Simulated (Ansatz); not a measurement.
# Ge wire along [110], 42 atoms a period, H-terminated: bands by functional and under strain, part 2 of 2

Aim: is the Ge wire along [110], 42 atoms a period, H-terminated a metal or a semiconductor?

Ansatz 0.2.0; DFT PBE, plane waves, PAW; relaxation of a wire's period; PAW set soft_1 (the session's first sound run).

So far. Step 2 (The relaxed wire): The cell's length comes to 4.111 Å with spin left out.

## (3) Bands of the perfect wire

This step: DFT PBE, plane waves, PAW; bands of a perfect wire; PAW set soft_1 (Ansatz 0.2.0).

At the relaxed period the bands are computed along the axis; those that cross an energy going forward count the channels that a perfect wire would open there.

File input.yaml:

```yaml
crystal:
  lattice:
    - [24.441, 0.0, 0.0]
    - [0.0, 25.639, 0.0]
    - [0.0, 0.0, 4.1111321798]
  atoms:
    - { symbol: Ge, position: [0.17928269, 0.420903598, 0.0] }
    - { symbol: H, position: [0.201177817, 0.7070627, 0.0] }
    - { symbol: Ge, position: [0.237714023, 0.342753487, 0.0] }
    - { symbol: Ge, position: [0.236725483, 0.5, 0.0] }
    - { symbol: Ge, position: [0.411921374, 0.420760089, 0.0] }
    - { symbol: Ge, position: [0.412237732, 0.737506658, 0.0] }
    - { symbol: H, position: [0.434596242, 0.864879972, 0.0] }
    - { symbol: Ge, position: [0.470845268, 0.341550182, 0.0] }
    - { symbol: Ge, position: [0.471711675, 0.184519639, 0.0] }
    - { symbol: Ge, position: [0.470828439, 0.5, 0.0] }
    - { symbol: Ge, position: [0.646387448, 0.420719043, 0.0] }
    - { symbol: Ge, position: [0.64508704, 0.736118259, 0.0] }
    - { symbol: H, position: [0.681916891, 0.214211104, 0.0] }
    - { symbol: Ge, position: [0.70501508, 0.341686341, 0.0] }
    - { symbol: Ge, position: [0.705090547, 0.5, 0.0] }
    - { symbol: H, position: [0.858989968, 0.420954803, 0.202001912] }
    - { symbol: H, position: [0.858989968, 0.579045197, 0.202001912] }
    - { symbol: H, position: [0.141010032, 0.420954803, 0.297998088] }
    - { symbol: H, position: [0.141010032, 0.579045197, 0.297998088] }
    - { symbol: Ge, position: [0.29498492, 0.341686341, 0.5] }
    - { symbol: Ge, position: [0.29498492, 0.658313659, 0.5] }
    - { symbol: Ge, position: [0.294909453, 0.5, 0.5] }
    - { symbol: H, position: [0.318083109, 0.214211104, 0.5] }
    - { symbol: H, position: [0.318083109, 0.785788896, 0.5] }
    - { symbol: Ge, position: [0.35491296, 0.263881741, 0.5] }
    - { symbol: Ge, position: [0.353612552, 0.420719043, 0.5] }
    - { symbol: Ge, position: [0.353612552, 0.579280957, 0.5] }
    - { symbol: Ge, position: [0.35491296, 0.736118259, 0.5] }
    - { symbol: Ge, position: [0.529154732, 0.341550182, 0.5] }
    - { symbol: Ge, position: [0.528288325, 0.184519639, 0.5] }
    - { symbol: Ge, position: [0.529154732, 0.658449818, 0.5] }
    - { symbol: Ge, position: [0.529171561, 0.5, 0.5] }
    - { symbol: Ge, position: [0.528288325, 0.815480361, 0.5] }
    - { symbol: H, position: [0.565403758, 0.135120028, 0.5] }
    - { symbol: H, position: [0.565403758, 0.864879972, 0.5] }
    - { symbol: Ge, position: [0.587762268, 0.262493342, 0.5] }
    - { symbol: Ge, position: [0.588078626, 0.420760089, 0.5] }
    - { symbol: Ge, position: [0.588078626, 0.579239911, 0.5] }
    - { symbol: Ge, position: [0.587762268, 0.737506658, 0.5] }
    - { symbol: Ge, position: [0.762285977, 0.342753487, 0.5] }
    - { symbol: Ge, position: [0.762285977, 0.657246513, 0.5] }
    - { symbol: Ge, position: [0.763274517, 0.5, 0.5] }
    - { symbol: H, position: [0.798822183, 0.2929373, 0.5] }
    - { symbol: H, position: [0.798822183, 0.7070627, 0.5] }
    - { symbol: Ge, position: [0.82071731, 0.420903598, 0.5] }
    - { symbol: Ge, position: [0.82071731, 0.579096402, 0.5] }
    - { symbol: H, position: [0.141010032, 0.420954803, 0.702001912] }
    - { symbol: H, position: [0.141010032, 0.579045197, 0.702001912] }
    - { symbol: H, position: [0.858989968, 0.420954803, 0.797998088] }
    - { symbol: H, position: [0.858989968, 0.579045197, 0.797998088] }
    - { symbol: Ge, position: [0.17928269, 0.579096402, 0.0] }
    - { symbol: H, position: [0.201177817, 0.2929373, 0.0] }
    - { symbol: Ge, position: [0.237714023, 0.657246513, 0.0] }
    - { symbol: Ge, position: [0.412237732, 0.262493342, 0.0] }
    - { symbol: Ge, position: [0.411921374, 0.579239911, 0.0] }
    - { symbol: H, position: [0.434596242, 0.135120028, 0.0] }
    - { symbol: Ge, position: [0.470845268, 0.658449818, 0.0] }
    - { symbol: Ge, position: [0.471711675, 0.815480361, 0.0] }
    - { symbol: Ge, position: [0.64508704, 0.263881741, 0.0] }
    - { symbol: Ge, position: [0.646387448, 0.579280957, 0.0] }
    - { symbol: H, position: [0.681916891, 0.785788896, 0.0] }
    - { symbol: Ge, position: [0.70501508, 0.658313659, 0.0] }
kpoints:
  mp_grid: { grid: [1, 1, 20] }
  band_path: { path: ["Γ", Z], npoints: 90 }
scf:
  occupations: { method: fermi_dirac, width: 0.05 }
hamiltonian:
  xc: pbe
  pseudopotentials: { kind: paw, azcp: { folder: soft_1 } }
output:
  dos: { e_range: [-5, 4] }
  write_potential: true
  write_density: true
  volumetric_format: npy
```

Started as:

```sh
$ ansatz run input.yaml --threads 16 --pin off --max-ram 61440MiB --backend cuda --events-out ev --progress --plain --runs-dir out --max-vram 78GiB
```

Numbers of over 12 decimals in the logs are rounded to 6 here.

The program printed:

```text
[...]
Crystal: 62 atoms, lattice volume = 2576.211 Å³
Basis set: ecut = 420 eV, 50241 PW (Γ)
Bands: 366, of which v1, the nominal top of the filled ones, is band 304 counted from 1 (303 counted from 0)
Symmetry: 8 space group operations
[...]
k-points: 11 of 20
[...]
SCF iter   1: F=—  HF=-180707.221906 eV  |F-HF|=—  |Δ(HF+E_count)|=         —  Δρ=3.26e-2  dr2=2.31e1  ethr=3.10e-3  ⟨swp⟩=6.1  Hψ=14934  notcnv=0  defer=138
[...]
SCF iter   6: F=—  HF=-180701.799467 eV  |F-HF|=—  |Δ(HF+E_count)|=   9.17e-3  Δρ=4.05e-4  dr2=6.03e-3  ethr=5.22e-6  ⟨swp⟩=2.2  Hψ=4519  notcnv=0  defer=523
[...]
SCF iter  11: F=—  HF=-180701.800942 eV  |F-HF|=—  |Δ(HF+E_count)|=   5.49e-6  Δρ=4.70e-6  dr2=5.09e-7  ethr=9.73e-10  ⟨swp⟩=2.0  Hψ=4533  notcnv=0  defer=528
[...]
SCF iter  13: F=-180701.800942 eV  HF=-180701.800942 eV  |F-HF|=1.11e-8  |Δ(HF+E_count)|=   8.35e-9  Δρ=6.03e-7  dr2=2.02e-8  ethr=1.64e-11  ⟨swp⟩=3.3  Hψ=8078  notcnv=0
SCF 1 converged in 13 iterations: F = -180701.800942 eV  dr2 = 2.02e-8
[...]
NSCF: frozen V_eff on 91 k-points
[...]
SCF converged after 13 iterations
[...]
```

It took 20 s on 1 × NVIDIA GB200 with 16 threads of Arm Neoverse V2, shared host; peak memory 4.8 GiB.

Numbers from this step:

```
band gap : 0.9037 eV
```

The electronic bands at the labelled points (eV, zero at the Fermi level; v1 is the highest filled band, c1 the lowest empty one):

```
  point     v4     v3     v2     v1    c1    c2    c3    c4
      Γ  -0.91  -0.88  -0.61  -0.44  0.47  0.51  0.53  0.65
halfway  -1.35  -1.31  -1.20  -1.10  1.27  1.40  1.53  1.55
      Z  -1.80  -1.80  -1.75  -1.75  0.95  0.95  1.27  1.27
```

The gap is 0.904 eV, with spin left out.

The path shows a direct gap of 0.90 eV (valence top at Γ, conduction bottom at Γ).

## (4) Another level of theory, cutoff 500 eV, k-mesh 1×1×15

This step: DFT r2SCAN, plane waves, PAW; bands of a perfect wire at the PBE geometry; PAW set soft_1 (Ansatz 0.2.0).

The atoms stay at the PBE geometry and the functional changes. r2SCAN also reads the kinetic-energy density; it often gives larger moments and wider gaps than PBE, at a higher cost. Against the first PBE run of this kind, the cutoff is 500 eV against 420 and the mesh along the wire has 15 points against 20.

Edit input.yaml of step 3 so:

```diff
@@ -69,3 +69,3 @@
 kpoints:
-  mp_grid: { grid: [1, 1, 20] }
+  mp_grid: { grid: [1, 1, 15] }
   band_path: { path: ["Γ", Z], npoints: 90 }
@@ -74,8 +74,3 @@
 hamiltonian:
-  xc: pbe
+  xc: r2scan
   pseudopotentials: { kind: paw, azcp: { folder: soft_1 } }
-output:
-  dos: { e_range: [-5, 4] }
-  write_potential: true
-  write_density: true
-  volumetric_format: npy
```

The program printed:

```text
[...]
Crystal: 62 atoms, lattice volume = 2576.211 Å³
Basis set: ecut = 500 eV, 65511 PW (Γ), exchange–correlation on 720×768×120 points (64 copies of the dense FFT grid, shifted against one another)
Bands: 366, of which v1, the nominal top of the filled ones, is band 304 counted from 1 (303 counted from 0)
Symmetry: 8 space group operations
[...]
k-points: 8 of 15
[...]
SCF iter   1: F=—  HF=-181037.702430 eV  |F-HF|=—  |Δ(HF+E_count)|=         —  Δρ=3.24e-2  dr2=2.19e1  dr2_τ=1.86e-1  ethr=3.10e-3  ⟨swp⟩=6.0  Hψ=10846  notcnv=0  defer=151
[...]
SCF iter   6: F=—  HF=-181035.544475 eV  |F-HF|=—  |Δ(HF+E_count)|=   1.07e-2  Δρ=3.40e-4  dr2=2.91e-3  dr2_τ=8.91e-5  ethr=3.06e-6  ⟨swp⟩=2.1  Hψ=3289  notcnv=0  defer=401
[...]
SCF iter  10: F=—  HF=-181035.546206 eV  |F-HF|=—  |Δ(HF+E_count)|=   1.06e-3  Δρ=8.90e-6  dr2=2.79e-6  dr2_τ=4.30e-8  ethr=1.74e-9  ⟨swp⟩=2.9  Hψ=5153  notcnv=0  defer=401
[...]
SCF iter  12: F=-181035.546208 eV  HF=-181035.546208 eV  |F-HF|=3.78e-9  |Δ(HF+E_count)|=   2.87e-7  Δρ=9.58e-7  dr2=3.36e-8  dr2_τ=3.17e-10  ethr=1.64e-11  ⟨swp⟩=13.2  Hψ=12344  notcnv=0
SCF 1 converged in 12 iterations: F = -181035.546208 eV  dr2 = 3.36e-8
[...]
the band table was solved once the SCF had ended and its energy, with any forces and stress, was formed, with the checks that follow a solve (10702 applications of the Hamiltonian). They found nothing against the state; the energy, forces and stress were not computed again (output.eigenvalues in the input reference)
[...]
SCF converged after 12 iterations
[...]
```

The job ended after 27 s (1 × NVIDIA GB200 with 16 threads; peak memory 4.9 GiB; 2.6 min of CPU time).

This step gave:

```yaml
band_gap: 1.180 eV
```

Electronic bands along the path, in eV, zero at the Fermi level; v1 is the highest filled band, c1 the lowest empty one:

```
  point     v4     v3     v2     v1    c1    c2    c3    c4
      Γ  -1.07  -1.05  -0.76  -0.58  0.60  0.64  0.73  0.79
halfway  -1.53  -1.49  -1.38  -1.27  1.43  1.57  1.64  1.66
      Z  -2.01  -2.01  -1.96  -1.96  1.10  1.10  1.38  1.38
```

The gap is 1.18 eV, against 0.904 eV under PBE at the relaxed period.

## (5) Strain along the wire, period over the relaxed period 0.97

This step: DFT PBE, plane waves, PAW; relaxation at a fixed period; PAW set soft_1 (Ansatz 0.2.0).

The period is set to 0.97 times the relaxed one and the atoms relax within it: strain changes bond lengths and angles, which shifts the bands against each other. Against the first PBE run of this kind, the mesh along the wire has 16 points against 20.

The cell differs from the one that the last finished run ended in (c 4.111 → 3.988 Å).

Edit input.yaml of step 4 so:

```diff
@@ -4,3 +4,3 @@
     - [0.0, 25.639, 0.0]
-    - [0.0, 0.0, 4.1111321798]
+    - [0.0, 0.0, 3.9877982144]
   atoms:
@@ -69,3 +69,3 @@
 kpoints:
-  mp_grid: { grid: [1, 1, 15] }
+  mp_grid: { grid: [1, 1, 16] }
   band_path: { path: ["Γ", Z], npoints: 90 }
@@ -74,3 +74,8 @@
 hamiltonian:
-  xc: r2scan
+  xc: pbe
   pseudopotentials: { kind: paw, azcp: { folder: soft_1 } }
+relax:
+  max_steps: 40
+  f_tol: 0.02
+output:
+  stress: true
```

The program printed:

```text
Warning: output.stress: scf.convergence.dr2_threshold = 1e-7 eV (the SCF's general default) is looser than the 6.2e-9 eV advised for a printed stress (1e-10 eV for each atom of the cell: 62). What an SCF threshold leaves in a stress goes as its square root, and in the free energy as the threshold itself, and one threshold admits the most on a small cell: [figures from the program's tests cut] Every solve of this run answers to scf.convergence.dr2_threshold,  [...]
[...]
Crystal: 62 atoms, lattice volume = 2498.925 Å³
Basis set: ecut = 420 eV, 48917 PW (Γ), exchange–correlation on 360×360×54 points (8 copies of the dense FFT grid, shifted against one another)
Bands: 366, of which v1, the nominal top of the filled ones, is band 304 counted from 1 (303 counted from 0)
Symmetry: 8 space group operations
[...]
k-points: 9 of 16
[...]
SCF iter   1: F=—  HF=-180706.923683 eV  |F-HF|=—  |Δ(HF+E_count)|=         —  Δρ=3.36e-2  dr2=2.37e1  ethr=3.10e-3  ⟨swp⟩=6.0  Hψ=12133  notcnv=0  defer=125
[...]
SCF iter   2: F=—  HF=-180702.498500 eV  |F-HF|=—  |Δ(HF+E_count)|=    4.43e0  Δρ=1.56e-2  dr2=6.48e0  ethr=3.10e-3  ⟨swp⟩=2.9  Hψ=4403  notcnv=0  defer=442
[...]
SCF iter  10: F=-180701.302748 eV  HF=-180701.302745 eV  |F-HF|=2.85e-6  |Δ(HF+E_count)|=   2.93e-5  Δρ=1.41e-5  dr2=5.21e-6  ethr=1.64e-9  ⟨swp⟩=4.0  Hψ=9597  notcnv=0
SCF 1 converged in 10 iterations: F = -180701.302748 eV  dr2 = 5.21e-6
[...]
relax step   1: F+E_penalty+E_count = -180701.30274757 eV  Δ(F+E_penalty+E_count) = +0.000e0 eV  max|allowed force component| = 4.556e-1 eV/Å  Δτ_max = 0.0000 Å  (10 SCF iters, dr2 threshold 1.00e-5 eV, accepted)
[...]
SCF 2 converged in 8 iterations: F = -180701.425123 eV  dr2 = 6.77e-6
relax step   2: F+E_penalty+E_count = -180701.42512346 eV  Δ(F+E_penalty+E_count) = -1.224e-1 eV  max|allowed force component| = 1.444e-1 eV/Å  Δτ_max = 0.0756 Å  (8 SCF iters, dr2 threshold 1.30e-5 eV, accepted)
[...]
SCF 3 converged in 8 iterations: F = -180701.429703 eV  dr2 = 5.25e-7
[...]
relax step   3: F+E_penalty+E_count = -180701.42970254 eV  Δ(F+E_penalty+E_count) = -4.579e-3 eV  max|allowed force component| = 2.269e-2 eV/Å  Δτ_max = 0.0231 Å  (8 SCF iters, dr2 threshold 1.30e-6 eV, accepted)
[...]
SCF 4 converged in 8 iterations: F = -180701.430261 eV  dr2 = 1.46e-8
relax step   4: F+E_penalty+E_count = -180701.43026115 eV  Δ(F+E_penalty+E_count) = -5.586e-4 eV  max|allowed force component| = 6.122e-3 eV/Å  Δτ_max = 0.0077 Å  (8 SCF iters, accepted)
[...]
SCF converged after 8 iterations
[...]
- { symbol: Ge, position: [0.411823, 0.737708, 0] }
    - { symbol: H, position: [0.433977, 0.865178, 0] }
    - { symbol: Ge, position: [0.470098, 0.341428, 0] }
    - { symbol: Ge, position: [0.470952, 0.184252, 0] }
    - { symbol: Ge, position: [0.470090, 0.5, 0] }
    - { symbol: Ge, position: [0.648309, 0.420659, 0] }
    - { symbol: Ge, position: [0.647011, 0.736364, 0] }
    - { symbol: H, position: [0.683779, 0.213988, 0] }
    - { symbol: Ge, position: [0.706550, 0.341521, 0] }
    - { symbol: Ge, position: [0.706734, 0.5, 0] }
    - { symbol: H, position: [0.862235, 0.420741, 0.196587] }
    - { symbol: H, position: [0.862235, 0.579259, 0.196587] }
    - { symbol: H, position: [0.137765, 0.420741, 0.303413] }
    - { symbol: H, position: [0.137765, 0.579259, 0.303413] }
    - { symbol: Ge, position: [0.293450, 0.341521, 0.500000] }
    - { symbol: Ge, position: [0.293450, 0.658479, 0.500000] }
    - { symbol: Ge, position: [0.293266, 0.5, 0.500000] }
    - { symbol: H, position: [0.316221, 0.213988, 0.500000] }
    - { symbol: H, position: [0.316221, 0.786012, 0.500000] }
    - { symbol: Ge, position: [0.352989, 0.263636, 0.500000] }
    - { symbol: Ge, position: [0.351691, 0.420659, 0.500000] }
    - { symbol: Ge, position: [0.351691, 0.579341, 0.500000] }
    - { symbol: Ge, position: [0.352989, 0.736364, 0.500000] }
    - { symbol: Ge, position: [0.529902, 0.341428, 0.500000] }
    - { symbol: Ge, position: [0.529048, 0.184252, 0.500000] }
    - { symbol: Ge, position: [0.529902, 0.658572, 0.500000] }
    - { symbol: Ge, position: [0.529910, 0.5, 0.500000] }
    - { symbol: Ge, position: [0.529048, 0.815748, 0.500000] }
    - { symbol: H, position: [0.566023, 0.134822, 0.500000] }
    - { symbol: H, position: [0.566023, 0.865178, 0.500000] }
    - { symbol: Ge, position: [0.588177, 0.262292, 0.500000] }
    - { symbol: Ge, position: [0.588516, 0.420712, 0.500000] }
    - { symbol: Ge, position: [0.588516, 0.579288, 0.500000] }
    - { symbol: Ge, position: [0.588177, 0.737708, 0.500000] }
    - { symbol: Ge, position: [0.765305, 0.342636, 0.500000] }
    - { symbol: Ge, position: [0.765305, 0.657364, 0.500000] }
    - { symbol: Ge, position: [0.766387, 0.5, 0.500000] }
    - { symbol: H, position: [0.801767, 0.292824, 0.500000] }
    - { symbol: H, position: [0.801767, 0.707176, 0.500000] }
    - { symbol: Ge, position: [0.823460, 0.420816, 0.500000] }
    - { symbol: Ge, position: [0.823460, 0.579184, 0.500000] }
    - { symbol: H, position: [0.137765, 0.420741, 0.696587] }
    - { symbol: H, position: [0.137765, 0.579259, 0.696587] }
    - { symbol: H, position: [0.862235, 0.420741, 0.803413] }
    - { symbol: H, position: [0.862235, 0.579259, 0.803413] }
    - { symbol: Ge, position: [0.176540, 0.579184, 0] }
    - { symbol: H, position: [0.198233, 0.292824, 0] }
    - { symbol: Ge, position: [0.234695, 0.657364, 0] }
    - { symbol: Ge, position: [0.411823, 0.262292, 0] }
    - { symbol: Ge, position: [0.411484, 0.579288, 0] }
    - { symbol: H, position: [0.433977, 0.134822, 0] }
    - { symbol: Ge, position: [0.470098, 0.658572, 0] }
    - { symbol: Ge, position: [0.470952, 0.815748, 0] }
    - { symbol: Ge, position: [0.647011, 0.263636, 0] }
    - { symbol: Ge, position: [0.648309, 0.579341, 0] }
    - { symbol: H, position: [0.683779, 0.786012, 0] }
    - { symbol: Ge, position: [0.706550, 0.658479, 0] }
```

The job ended after 25 s (1 × NVIDIA GB200 with 16 threads; peak memory 2.2 GiB; 3.1 min of CPU time).

Step by step:

```
step  energy less that of the first step (eV)  largest force component (eV/Å)
   1                                   0.0000                          0.4556
   2                                  -0.1224                          0.1444
   3                                  -0.1270                          0.0227
   4                                  -0.1275                          0.0061
```

Forces are held to the 8 operations that the run works with; a distortion that breaks them can't arise in this run.

The atoms that moved most (Å):

```
atom      dx      dy      dz  length
 H47  -0.079  -0.005  -0.022   0.082
 H48  -0.079   0.005  -0.022   0.082
 H49   0.079  -0.005   0.022   0.082
 H50   0.079   0.005   0.022   0.082
 H18  -0.079  -0.005   0.022   0.082
 H16   0.079  -0.005  -0.022   0.082
 H19  -0.079   0.005   0.022   0.082
 H17   0.079   0.005  -0.022   0.082
```

This step gave:

* band gap: 0.9370 eV

The electronic bands at the labelled points (eV, zero at the Fermi level; v1 is the highest filled band, c1 the lowest empty one):

```
  point     v4     v3     v2     v1    c1    c2    c3    c4
      Γ  -1.03  -0.89  -0.62  -0.44  0.49  0.51  0.52  0.68
halfway  -1.61  -1.61  -1.49  -1.35  1.00  1.15  1.26  1.28
      Z  -2.11  -2.11  -2.00  -2.00  0.65  0.65  0.98  0.98
```

The gap is 0.937 eV, against 0.904 eV under PBE at the relaxed period.

## (6) At a strained period, period over the relaxed period 0.94

The period is set to 0.94 times the relaxed one and the atoms relax within it: strain changes bond lengths and angles, which shifts the bands against each other. Against the first PBE run of this kind, the mesh along the wire has 16 points against 20.

The cell differs from the one that the last finished run ended in (c 3.988 → 3.864 Å).

Edit input.yaml of step 5 so:

```diff
@@ -4,3 +4,3 @@
     - [0.0, 25.639, 0.0]
-    - [0.0, 0.0, 3.9877982144]
+    - [0.0, 0.0, 3.864464249]
   atoms:
```

The program printed:

```text
[...]
Crystal: 62 atoms, lattice volume = 2421.639 Å³
Basis set: ecut = 420 eV, 47513 PW (Γ), exchange–correlation on 360×360×54 points (8 copies of the dense FFT grid, shifted against one another)
Bands: 366, of which v1, the nominal top of the filled ones, is band 304 counted from 1 (303 counted from 0)
Symmetry: 8 space group operations
[...]
k-points: 9 of 16
[...]
- { symbol: H, position: [0.314382, 0.213703, 0.5] }
[...]
- { symbol: H, position: [0.865662, 0.579378, 0.808134] }
[...]
- { symbol: H, position: [0.195379, 0.292534, 0] }
[...]
- { symbol: H, position: [0.433266, 0.134424, 0] }
[...]
- { symbol: Ge, position: [0.470139, 0.816135, 0] }
    - { symbol: Ge, position: [0.648952, 0.263363, 0] }
    - { symbol: Ge, position: [0.650264, 0.579416, 0] }
    - { symbol: H, position: [0.685618, 0.786297, 0] }
    - { symbol: Ge, position: [0.708042, 0.658658, 0] }
[key lines of the parts left out:]
SCF converged after 8 iterations
```

Wall time 24 s (1 × NVIDIA GB200 with 16 threads); peak memory 2.2 GiB.

Step by step:

```
step  energy less that of the first step (eV)  largest force component (eV/Å)
   1                                   0.0000                          1.0044
   2                                  -0.5519                          0.3241
   3                                  -0.5715                          0.0517
   4                                  -0.5740                          0.0173
```

The run keeps the 8 symmetry operations that it works with, so distortions that break them were not tested.

The atoms that moved most (Å):

```
atom      dx      dy      dz  length
 H47  -0.163  -0.009  -0.039   0.168
 H18  -0.163  -0.009   0.039   0.168
 H19  -0.163   0.009   0.039   0.168
 H48  -0.163   0.009  -0.039   0.168
 H16   0.163  -0.009  -0.039   0.168
 H17   0.163   0.009  -0.039   0.168
 H49   0.163  -0.009   0.039   0.168
 H50   0.163   0.009   0.039   0.168
```

This step gave:

```
energy at zero smearing : -180700.2188 eV
band gap                : 0.6704 eV
```

The electronic bands at the labelled points (eV, zero at the Fermi level; v1 is the highest filled band, c1 the lowest empty one):

```
  point     v4     v3     v2     v1    c1    c2    c3    c4
      Γ  -0.89  -0.75  -0.48  -0.31  0.50  0.57  0.58  0.76
halfway  -1.82  -1.80  -1.69  -1.53  0.81  0.97  1.08  1.10
      Z  -2.28  -2.28  -2.16  -2.16  0.41  0.41  0.76  0.76
```

The gap is 0.670 eV, against 0.904 eV under PBE at the relaxed period.

## (7) Outcome

```yaml
cell_length_pbe: 4.111 Å
gap_pbe: 0.904 eV
gap_r2scan: 1.18 eV
gap_period_scaled_by_0p97: 0.937 eV
gap_period_scaled_by_0p94: 0.670 eV
```

What this shows: Under PBE the cell's length is 4.11 Å, and a gap of 0.90 eV makes it a semiconductor. At the relaxed period the wire is gapped under every functional, from 0.90 eV (PBE) to 1.18 eV (r2SCAN). Weak screening in one dimension makes quasiparticle gaps larger than the semilocal gaps, as a rule. Strain matters: under PBE the gap goes from 0.90 eV to 0.670 eV at 0.94 times the period and 0.937 eV at 0.97 times the period.

[Logs are printed without paths, hosts, clocks, repeated set-up lines and the standing remarks that a program may print on its own settings, such as how far it seeks lower states.]

[Hosts, paths, dates, database ids (printed as entryN), source tags and the programs' standing remarks are cut or masked in the printed files.]
